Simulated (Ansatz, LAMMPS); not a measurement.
**Structural relaxation of glassy 60P2O5-35Al2O3-5NiO (mol %) (121 atoms)**

How does glassy 60P2O5-35Al2O3-5NiO (mol %) (121 atoms) relax, and what do bonds, charges and levels look like afterwards?

Calculated with Ansatz 0.2.0; Kohn-Sham DFT, PBE, PAW (set soft_2), plane waves.

In doubt: warnings of the run leave room for a lower electronic state (in some of the runs), so energies may not be the lowest and differences between runs may mislead.

## (1) The structure

The cell holds 121 atoms: 24 P, 14 Al, 1 Ni and 82 O. Its edges and angles: a = 11.687 Å, b = 11.687 Å, c = 11.687 Å, α = 90.0°, β = 90.0°, γ = 90.0°. 121 atoms (24 P, 14 Al, 1 Ni, 82 O) placed at random at 2.57 g/cm³, melted at 4000 K for 10 ps at fixed volume with the Morse and Coulomb pair potential with partial charges (Pedone, Malavasi, Menziani, Cormack and Segre, J. Phys. Chem. B 110, 11780 (2006)). Quenched from 4000 K to 300 K at 10 K/ps and fixed volume, held 10 ps at zero pressure.

Before any run, some limits are plain. The quench rate of 10 K/ps is many orders above laboratory rates, so the cell is likely richer in defects and strain than a real sample. The network of bonds at the start is that of the classical potential that made the cell. Without a Hubbard term or exact exchange, open shells on Ni are likely too delocalised. The Brillouin zone is sampled at Γ only, in a cell whose shortest periodic width is 12 Å.

## (2) Single point at the start

The forces at the start show how far the geometry lies from a minimum of this functional.

File input.yaml:

```yaml
crystal:
  lattice:
    - [11.68705, 0.0, 0.0]
    - [0.0, 11.68705, 0.0]
    - [0.0, 0.0, 11.68705]
  atoms:
    - { symbol: P, position: [0.52843, 0.87679, 0.71302] }
    - { symbol: P, position: [0.25339, 0.36336, 0.20608] }
    - { symbol: P, position: [0.18684, 0.71113, 0.66252] }
    - { symbol: P, position: [0.14064, 0.85315, 0.88254] }
    [... 111 atom lines left out ...]
    - { symbol: O, position: [0.37825, 0.34881, 0.96218] }
    - { symbol: O, position: [0.845, 0.03438, 0.52164] }
    - { symbol: O, position: [0.48119, 0.1373, 0.61433] }
    - { symbol: O, position: [0.74591, 0.42146, 0.16554] }
    - { symbol: O, position: [0.474, 0.533, 0.87709] }
    - { symbol: O, position: [0.7923, 0.32062, 0.9378] }
magnetization:
  spin_polarized: true
kpoints:
  mp_grid: { grid: [1, 1, 1] }
hamiltonian:
  xc: pbe
scf:
  occupations: { method: gaussian, width: 0.05 }
  lower_state_search: "off"
output:
  forces: true
```

Command:

```console
$ ansatz run input.yaml --threads 4 --pin off --max-ram 8192MiB --backend cpu --events-out ev --progress --plain --runs-dir out
```

Run time: 97 s. Hardware: 4 threads of Arm Neoverse V2, shared host; peak memory 3.8 GiB.

The run gave:

```
free energy            : -78099.9424 eV
free energy per atom   : -645.4541 eV/atom
SCF cycles             : 41
r.m.s. force component : 1.36 eV/Å
longest force          : 6.102 eV/Å
Fermi energy           : 4.188 eV
total moment           : -1.997 μB
absolute moment        : 2.1 μB
```

The r.m.s. force component of 1.4 eV/Å sets the starting point.

Neighbours are counted within 2.02 Å (O-P), 2.19 Å (O-Al), 2.38 Å (O-Ni).

Length of the force by element and coordination:

```csv
element,coordination,atoms,mean length of the force (eV/Å),spread,least,most
Al,all,14,1.35,0.598,0.477,2.69
Al,4,13,1.36,0.619,0.477,2.69
Al,5,1,1.18,0,1.18,1.18
Ni,all,1,1.02,0,1.02,1.02
O,all,82,1.69,0.899,0.350,4.74
O,1,9,1.08,0.344,0.535,1.59
O,2,71,1.75,0.903,0.350,4.74
O,3,2,2.31,1.21,1.09,3.52
P,all,24,3.57,1.20,0.906,6.10
```

## (3) Cell and atoms relaxed

The cell is relaxed with the atoms, since the starting lattice needn't suit this functional.

Edit input.yaml of step 2 so:

```diff
@@ -18 +18,5 @@
   forces: true
+relax:
+  f_tol: 0.05
+  max_steps: 87
+  cell: {}
```

Elapsed: 25 min, on 4 threads; peak memory 4.5 GiB.

Notices of the run: minimisation begun.

Step by step (22 of 28):

```csv
step,energy less that of the first step (eV),largest force component (eV/Å),pressure (GPa),volume (Å³)
1,0.0000,6.0176,4.10,1596.30
2,-4.5947,4.3383,1.87,1613.61
4,-9.8580,0.5711,0.00,1614.34
5,-10.4912,0.5859,-0.02,1609.36
6,-10.7866,0.5303,-0.44,1608.11
7,-11.1167,0.5167,0.10,1604.22
9,-11.4518,0.6581,0.44,1607.39
10,-11.5361,0.2957,-0.31,1610.94
11,-11.6168,0.2099,-0.17,1612.00
13,-11.7150,0.4568,0.17,1616.15
14,-11.9200,0.4390,0.03,1617.76
15,-11.8113,1.8269,-0.22,1617.81
16,-12.0510,0.1966,0.07,1615.96
18,-12.1959,0.3089,0.13,1607.95
19,-12.2041,0.2021,0.04,1612.31
20,-12.1795,0.6642,0.01,1610.33
22,-12.2369,0.0508,0.02,1610.92
23,-12.2400,0.0484,-0.06,1610.82
24,-12.2428,0.0348,0.01,1610.40
25,-12.4205,0.0308,0.20,1610.40
27,-12.4222,0.0400,-0.02,1616.69
28,-12.4454,0.0402,-0.02,1616.69
```

Relaxation steps 15, 20 were tried and not accepted.

```csv
cell as run,before,after,change
a (Å),11.687,11.879,+1.6 %
b (Å),11.687,11.546,-1.2 %
c (Å),11.687,11.829,+1.2 %
α (°),90.00,87.74,-2.5 %
β (°),90.00,85.77,-4.7 %
γ (°),90.00,90.06,+0.1 %
volume (Å³/atom),13.19,13.36,+1.3 %
```

The atoms that moved most (Å, as changes of fractional coordinates times the final cell):

```csv
atom,dx,dy,dz,length
O87,-1.108,0.121,-0.600,1.266
O55,-0.041,-0.508,-0.870,1.008
O74,0.973,-0.073,-0.059,0.977
Ni39,-0.734,0.567,0.163,0.942
O47,0.188,0.872,0.297,0.940
O61,0.111,-0.694,-0.526,0.878
O50,0.102,-0.844,0.128,0.859
O93,0.329,0.717,0.049,0.790
```

The relaxation changed the energy by -103 meV/atom, and atoms moved by 0.47 Å r.m.s., 1.3 Å at most.

## (4) Local order after relaxation

Bonds before and after, by the cutoffs listed below:

```csv
pair,bonds before,bonds after,mean before (Å),mean after (Å),spread before (Å),spread after (Å)
O-P,96,96,1.530,1.553,0.039,0.052
O-Al,60,61,1.809,1.806,0.125,0.083
O-Ni,4,5,1.955,2.027,0.026,0.057
```

Density 2.56 g/cm³, 13.36 Å³ an atom.

Pair distribution functions g(r), in bins of 0.2 Å:

```csv
r (Å),total,O-O,O-P,O-Al,O-Ni,P-P,P-Al
1.40,0.28,0.00,1.05,0.00,0.00,0.00,0.00
1.60,3.22,0.00,11.74,0.40,0.00,0.00,0.00
1.80,1.52,0.00,0.22,9.29,0.00,0.00,0.00
2.00,0.20,0.00,0.00,0.72,7.87,0.00,0.00
2.20,0.04,0.00,0.00,0.12,1.74,0.00,0.00
2.40,0.48,1.04,0.00,0.00,0.00,0.00,0.00
2.60,1.84,3.97,0.00,0.00,0.00,0.00,0.00
2.80,0.57,1.23,0.00,0.00,0.00,0.00,0.00
3.00,0.79,0.92,0.10,0.12,0.00,3.68,3.17
3.20,0.96,0.75,0.66,0.49,0.78,0.23,6.75
3.40,0.78,0.85,0.90,0.68,0.00,0.00,0.83
3.60,0.96,0.81,1.46,1.12,1.25,0.00,0.00
3.80,1.06,0.73,1.52,1.82,2.17,0.15,0.13
4.00,1.28,0.75,2.04,2.10,0.97,0.56,0.24
4.20,1.08,0.68,1.30,2.02,0.44,1.14,0.98
4.40,1.05,0.84,1.17,1.14,2.07,2.08,1.10
4.60,1.01,1.13,0.76,0.82,0.37,1.37,1.10
4.80,1.11,1.41,0.78,0.72,1.02,1.35,1.01
5.00,1.12,1.38,0.84,0.65,0.95,2.04,1.15
5.20,0.95,1.17,0.69,0.52,0.84,1.33,1.69
5.40,1.02,1.17,0.86,0.83,0.27,1.07,1.05
5.60,0.98,1.01,0.86,0.91,1.00,0.93,1.41
```

Bonds by pair of elements; cutoffs follow the first minimum of g(r), held within bounds set by covalent radii, and pairs that aren't listed don't count as bonded:

```csv
pair A-B,cutoff (Å),bonds,mean length (Å),spread (Å),shortest (Å),B about A,A about B
O-P,2.08,96,1.55,0.052,1.47,1.17,4
O-Al,2.48,61,1.81,0.083,1.67,0.744,4.36
O-Ni,2.52,5,2.03,0.057,1.94,0.061,5
```

How many atoms have how many bonded neighbours:

```csv
element,mean,1,2,3,4,5
Al,4.36,0,0,0,9,5
Ni,5,0,0,0,0,1
O,1.98,4,76,2,0,0
P,4,0,0,0,24,0
```

Bond angles (no mean is given where the spread exceeds 20°):

```csv
angle,count,mean (°),spread (°)
O-P-O,144,109,4.9
O-Al-O,104,108,18.7
Al-O-P,56,145,12.4
P-O-P,16,140,6.1
O-Ni-O,10,-,-
```

Oxygen atoms by the number of network formers (Si, P, Ge, B, Al, As, Ga) bound to them:

```csv
network formers bound to O,O atoms,per cent
0,0,0
1,8,9.8
2,73,89
3,1,1.2
```

Network units: each former by its oxygen neighbours and how many of them bridge to another former:

```csv
former,O neighbours,bridging O,atoms
P,4,2,1
P,4,3,6
P,4,4,17
Al,4,4,9
Al,5,5,5
```

Bond length by coordination (bonds to H left out):

```csv
element,coordination,atoms,mean bond length (Å)
Al,4,9,1.77
Al,5,5,1.86
O,1,4,1.48
O,2,76,1.66
O,3,2,1.83
```

Rings of the network by King's shortest-path rule, up to 12 atoms, one path for each pair of neighbours; H, halogens, alkali and alkaline-earth atoms are left out, and the last column divides by all other atoms, bonded or not:

```csv
ring size (atoms),rings,per network atom
4,1,0.008
8,7,0.058
10,18,0.149
12,31,0.256
```

First main peaks of g(r), for some of the pairs, lie near 2.5 Å (O-O), 1.6 Å (O-P), 1.8 Å (O-Al), 2.0 Å (O-Ni), 3.0 Å (P-P) and 3.2 Å (P-Al). With the cutoffs above, 64 % of Al atoms have 4, all Ni atoms have 5, 93 % of O atoms have 2 and all P atoms have 4 bonded neighbours. The O-P-O angle averages 109° with a spread of 5°. Counting bonds to P and Al alone, not to Ni, 89 % of the oxygens join two of these atoms and 10 % one; 1 % join three. The commonest P unit has 4 oxygens, 4 of them shared with other formers (17 of 24 atoms). Rings of 12 atoms are the most common (54 % of those counted); sizes run from 4 to 12, where the search stops.

## (5) Single point at the relaxed geometry

The electronic structure is read at the final geometry, in a run of its own.

File input.yaml:

```yaml
crystal:
  lattice:
    - [11.87115, -0.01034, 0.43744]
    - [-0.01034, 11.54335, 0.23083]
    - [0.43744, 0.23083, 11.81859]
  atoms:
    - { symbol: P, position: [0.52322, 0.89392, 0.74316] }
    - { symbol: P, position: [0.27121, 0.37637, 0.19997] }
    - { symbol: P, position: [0.18131, 0.71862, 0.63677] }
    - { symbol: P, position: [0.15209, 0.82387, 0.86732] }
    [... 111 atom lines left out ...]
    - { symbol: O, position: [0.36089, 0.36878, 0.92015] }
    - { symbol: O, position: [0.83325, 0.05397, 0.56348] }
    - { symbol: O, position: [0.48326, 0.15012, 0.6292] }
    - { symbol: O, position: [0.73589, 0.42, 0.14291] }
    - { symbol: O, position: [0.49845, 0.5217, 0.84312] }
    - { symbol: O, position: [0.78748, 0.27081, 0.9597] }
magnetization:
  spin_polarized: true
kpoints:
  mp_grid: { grid: [1, 1, 1] }
hamiltonian:
  xc: pbe
scf:
  occupations: { method: gaussian, width: 0.05 }
  lower_state_search: "off"
output:
  forces: true
  stress: true
  populations: true
  dos:
    method: { smearing: { sigma: 0.08 } }
    de: 0.1
    projected: { site_lists: { Al: [Al], Ni: [Ni], O: [O], P: [P] } }
  eigenvalues: true
  write_density: true
  write_potential: true
  volumetric_format: npy
```

It took 72 s on 4 threads; peak memory 3.9 GiB; 4.7 min of CPU time.

The program notes that the exchange-correlation potential is rough where the density is thin.

Numbers from this run:

```yaml
free_energy: -78112.3878 eV
free_energy_per_atom: -645.5569 eV/atom
scf_cycles: 16
pressure: -0.01564 GPa
r_m_s_force_component: 0.01091 eV/Å
longest_force: 0.04577 eV/Å
fermi_energy: 4.409 eV
spacing_of_highest_filled_and_lowest_empty_level: 1.147 eV
total_moment: -2 μB
absolute_moment: 2.113 μB
spilling_of_the_projection: 0.01536
```

Löwdin charges by element and coordination (they lack the spilled electrons, 0.085 e an atom on average):

```csv
element,coordination,atoms,mean charge (e),spread,least,most
Al,all,14,1.40,0.0373,1.34,1.45
Al,4,9,1.42,0.024,1.38,1.45
Al,5,5,1.35,0.0071,1.34,1.36
Ni,all,1,1.22,0,1.22,1.22
O,all,82,-0.776,0.0382,-0.926,-0.695
O,1,4,-0.807,0.0346,-0.864,-0.770
O,2,76,-0.773,0.0364,-0.926,-0.695
O,3,2,-0.84,0.0263,-0.866,-0.814
P,all,24,2.22,0.0396,2.08,2.27
```

Magnetic moments by element and coordination:

```csv
element,coordination,atoms,mean moment (μB),spread,least,most
Al,all,14,0,1.0e-4,-4.0e-4,0
Al,4,9,-1.0e-4,1.0e-4,-4.0e-4,0
Al,5,5,0,0,0,0
Ni,all,1,-1.56,0,-1.56,-1.56
O,all,82,-0.003,0.0106,-0.0526,0
O,1,4,0,0,-1.0e-4,0
O,2,76,-0.0027,0.01,-0.0526,0
O,3,2,-0.0214,0.0214,-0.0427,0
P,all,24,-2.0e-4,5.0e-4,-0.0017,0
```

States in the cell by windows of 1 eV, zero at the Fermi level; the larger projections on atomic orbitals stand beside the total:

```csv
from (eV),to (eV),total up,total down,O p,P p,O s
-14,-13,3.0,3.0,3.5,0.7,0.7
-13,-12,5.2,5.3,6.2,1.1,1.3
-12,-11,6.2,6.2,7.7,1.5,1.2
-11,-10,5.4,5.4,7.0,0.8,1.1
-10,-9,13.4,13.4,18.5,3.1,1.6
-9,-8,20.7,20.9,29.5,5.4,2.5
-8,-7,17.3,17.4,25.3,4.4,2.4
-7,-6,19.4,19.2,30.6,3.2,2.4
-6,-5,34.1,34.2,59.2,2.8,2.3
-5,-4,42.2,42.6,76.6,2.4,1.6
-4,-3,43.0,42.8,80.4,1.2,1.1
-3,-2,27.0,26.7,50.8,0.7,0.4
-2,-1,7.6,10.8,14.6,0.3,0.1
-1,0,4.5,2.9,4.7,0.1,0.0
0,1,1.0,0.0,0.1,0.0,0.0
1,2,1.0,0.0,0.2,0.0,0.0
2,3,0.9,0.9,0.1,0.0,0.4
3,4,0.6,0.6,0.2,0.1,0.3
4,5,8.9,9.0,2.2,2.5,3.4
```

The curve was stored every 0.10 eV, coarse against its broadening of 0.08 eV, so these counts are rough.

Between -26 and -14 eV lie 164 more states.

The levels nearest the highest filled one (over half full), pooled over k-points and spins:

```csv
level less the highest filled one (eV),occupation
-0.230,1
-0.0957,1
-0.0954,1
-0.0654,1
0,1
0,1
1.15,0
1.83,0
3.46,0
3.47,0
4.54,0
4.55,0
```

Mean Löwdin charges: Al +1.40, Ni +1.22, O -0.78, P +2.22 e (they miss 1.5 % of the electrons, so they add up to more than the cell's charge). The cell holds a total moment of -2 μB.

## (6) What came out

```
energy change in the relaxation                  : -102.9 meV/atom
r.m.s. displacement                              : 0.471 Å
largest displacement                             : 1.266 Å
free energy per atom                             : -645.5569 eV/atom
pressure                                         : -0.01564 GPa
r.m.s. force component                           : 0.01091 eV/Å
gap (highest filled to lowest empty level) : 1.147 eV
wall time of the 3 DFT runs                      : 27 min
```

Relaxation lowers the energy by 103 meV/atom and moves atoms by 0.47 Å r.m.s.; the r.m.s. force component goes from 1.4 to 0.011 eV/Å. Displacements are taken in the final cell, so they leave out its strain. By the final cutoffs 1 of 160 bonded pairs parted and 3 joined. The cell grew by 1.3 % in volume. First to last step the energy falls by 12.445 eV; the largest move, 1.27 Å, is that of O87. The O-Ni bonds change most in mean length: from 1.955 Å (spread 0.026) to 2.027 Å (spread 0.057), and their number from 4 to 5. With the cutoffs above, 64 % of Al atoms have 4, all Ni atoms have 5, 93 % of O atoms have 2 and all P atoms have 4 bonded neighbours. Counting bonds to P and Al alone, not to Ni, 89 % of the oxygens join two of these atoms and 10 % one; 1 % join three. The highest filled and lowest empty levels differ by 1.15 eV (at Γ alone); a semilocal functional tends to put such gaps too low. In a disordered cell it changes from sample to sample, and tail or defect levels can set it.

The cell holds a total moment of -2 μB.

What to keep in mind: In the spin-polarised runs the search for a state of lower energy was switched off. The network of bonds at the start is that of the classical potential that made the cell; in DFT 1 of its 160 bonded pairs passed out of the cutoffs and 3 came within them. The run was spin polarised, started with a moment on one atom, ending at -2.0 μB in the cell; that starting order needn't be the real material's, and it bears on forces, charges and levels. With open d shells in the cell, the gap can be one between d levels of these ions, not the gap of the host.

[Logs are printed without paths, hosts, clocks, repeated set-up lines and the standing remarks that a program may print on its own settings, such as how far it seeks lower states.]

[Hosts, paths, dates, database ids (printed as entryN), source tags and the programs' standing remarks are cut or masked in the printed files.]
